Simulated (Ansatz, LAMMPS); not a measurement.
# Squeezing and shearing glassy 40SiO2-28Al2O3-16Li2O-16SrO (mol %) (85 atoms): runs compared

How stiff is glassy 40SiO2-28Al2O3-16Li2O-16SrO (mol %) (85 atoms), and how do its levels respond to strain?

Computed with Ansatz 0.2.0: Kohn-Sham DFT, PBE, PAW (set soft_2), plane waves.

## (1) The cell as built

The cell holds 85 atoms: 10 Si, 14 Al, 8 Li, 4 Sr and 49 O. Its edges and angles: a = 10.514 Å, b = 10.514 Å, c = 10.514 Å, α = 90.0°, β = 90.0°, γ = 90.0°. 85 atoms (10 Si, 14 Al, 8 Li, 4 Sr, 49 O) placed at random at 2.64 g/cm³, melted at 4000 K for 10 ps at fixed volume with the Morse and Coulomb pair potential with partial charges (Pedone, Malavasi, Menziani, Cormack and Segre, J. Phys. Chem. B 110, 11780 (2006)). Quenched from 4000 K to 300 K at 6 K/ps and fixed volume, held 5 ps, then minimised at fixed cell.

Limits known from the start: The quench rate of 6 K/ps is many orders above laboratory rates, so the cell is likely richer in defects and strain than a real sample. The starting topology of bonds comes from the classical model, and needn't be the one that DFT or experiment would give. Only the Γ point is sampled.

## (2) The reference run

The reference is a single point at the end of the relaxation.

Every strained cell starts from the geometry of this run, and its atoms are relaxed with the cell held.

Its input, with most atom lines left out:

```yaml
crystal:
  lattice:
    - [10.24494, 0.31454, 0.06255]
    - [0.31454, 10.84487, -0.08497]
    - [0.06255, -0.08497, 10.32897]
  atoms:
    - { symbol: Si, position: [0.19087, 0.1074, 0.40802] }
    - { symbol: Si, position: [0.45908, 0.38233, 0.6334] }
    - { symbol: Si, position: [0.24266, 0.80147, 0.89499] }
    - { symbol: Si, position: [0.80841, 0.76353, 0.37208] }
    - { symbol: Si, position: [0.60734, 0.19653, 0.80476] }
    - { symbol: Si, position: [0.84534, 0.67008, 0.11886] }
    - { symbol: Si, position: [0.21287, 0.44283, 0.0536] }
    [... atom lines 8 to 85 left out ...]
kpoints:
  mp_grid: { grid: [1, 1, 1] }
hamiltonian:
  xc: pbe
scf:
  occupations: { method: fixed }
output:
  forces: true
  stress: true
  populations: true
  dos:
    method: { smearing: { sigma: 0.1 } }
    de: 0.1
    projected: { site_lists: { Al: [Al], Li: [Li], O: [O], Si: [Si], Sr: [Sr] } }
  eigenvalues: true
  write_density: true
  write_potential: true
  volumetric_format: npy
  elf: true
```

| Item | Value |
| --- | --- |
| free energy per atom | -677.8379 eV/atom |
| r.m.s. force component | 0.00972 eV/Å |
| pressure | 0.002208 GPa |

Filled and empty levels are parted by 3.58 eV (at Γ alone); a semilocal functional tends to put such gaps too low. In a disordered cell it changes from sample to sample, and tail or defect levels can set it.

## (3) The runs

Each row is one run, on 4 threads of AMD EPYC 9R45, shared host. The free energy is the program's total, comparable only between runs with the same functional, potentials and atoms.

| run | atoms | outcome | ionic steps, all passes | free energy (eV) | time | host memory (GiB) |
| --- | --- | --- | --- | --- | --- | --- |
| Single point at the start | 85 | converged | - | -57611.833 | 2.9 s | 1.3 |
| Cell and atoms relaxed | 85 | converged | 22 | -57616.221 | 66 s | 1.3 |
| Single point at the relaxed geometry | 85 | converged | - | -57616.221 | 5.7 s | 1.4 |
| Volume -3 % | 85 | converged | 7 | -57616.059 | 27 s | 1.4 |
| Volume +3 % | 85 | converged | 8 | -57616.102 | 33 s | 1.5 |
| Volume -6 % | 85 | converged | 8 | -57615.559 | 31 s | 1.4 |
| Volume +6 % | 85 | converged | 15 | -57615.816 | 63 s | 1.5 |
| Volume -10 % | 85 | converged | 14 | -57614.301 | 52 s | 1.4 |
| Stretched by 1 % along x | 85 | converged | 8 | -57616.205 | 32 s | 1.4 |
| Compressed by 1 % along x | 85 | converged | 5 | -57616.193 | 20 s | 1.4 |
| Sheared by 2 % in xy | 85 | converged | 7 | -57616.181 | 27 s | 1.4 |

In some runs the program notes that the exchange-correlation potential is rough where the density is thin and the SCF threshold is loose for the stress.

## (4) Pressure against volume

Atoms are relaxed at each volume, in the scaled cell.

| volume change (%) | volume (Å³/atom) | energy change (meV/atom) | pressure (GPa) | largest move on relaxing (Å) | bonds | gap (eV) |
| --- | --- | --- | --- | --- | --- | --- |
| -10 | 12.139 | 22.59 | 5.75 | 1.07 | 152 | 3.91 |
| -6 | 12.678 | 7.79 | 3.26 | 0.39 | 149 | 3.73 |
| -3 | 13.083 | 1.91 | 1.53 | 0.15 | 150 | 3.68 |
| +0 | 13.488 | 0.00 | 0.00 | - | 149 | 3.58 |
| +3 | 13.892 | 1.40 | -1.17 | 0.39 | 148 | 3.47 |
| +6 | 14.297 | 4.77 | -1.97 | 0.92 | 147 | 3.36 |

## (5) Uniaxial strain and shear

Stress (GPa, compression positive) less that of the relaxed cell, atoms relaxed:

| strain | xx | yy | zz | xy | energy change (meV/atom) |
| --- | --- | --- | --- | --- | --- |
| stretched by 1 % along x | -0.543 | -0.051 | -0.176 | 0.059 | 0.19 |
| compressed by 1 % along x | 0.777 | 0.197 | 0.276 | -0.020 | 0.34 |
| sheared by 2 % in xy | 0.105 | 0.077 | 0.166 | -0.626 | 0.47 |

## (6) Outcome

The bulk modulus, from the slope of pressure against ln V over the three points nearest the relaxed volume, is 44.9 GPa; a quadratic over all points gives a pressure derivative of about 5.1. The count of bonds runs from 147 to 152 over the series, so at some points contacts cross the cutoffs. At -10 % and +6 % some atom moved by over 0.5 Å on relaxing, so those points may sit in another local minimum. The gap goes from 3.91 eV at the smallest volume to 3.36 eV at the largest, -3.2 eV per unit of ln V by a straight line, on the run's k-points. Stretch and compression disagree (xx stress changes of -0.54 and 0.78 GPa), so C11 is only a mean of unlike responses. In the Cartesian axes of the cell, finite differences give C11 = 66.0, C12 = 12.4, C13 = 22.6 and C66 = 31.3 GPa (the shear of 2 % is the engineering strain, εxy = 0.01).

**Limits.** Strains are finite and relaxations stop at the force tolerance of the input, which can leave moduli too stiff; they are those of a static cell at zero temperature. Volumes are changed with the cell's shape held, so in an anisotropic solid the modulus lies over the one under free hydrostatic load. The program notes that the SCF threshold of the relaxations is loose for the stress.

The DFT runs together took 6 min of wall time.

[Logs are printed without paths, hosts, clocks, repeated set-up lines and the standing remarks that a program may print on its own settings, such as how far it seeks lower states.]

[Hosts, paths, dates, database ids (printed as entryN), source tags and the programs' standing remarks are cut or masked in the printed files.]
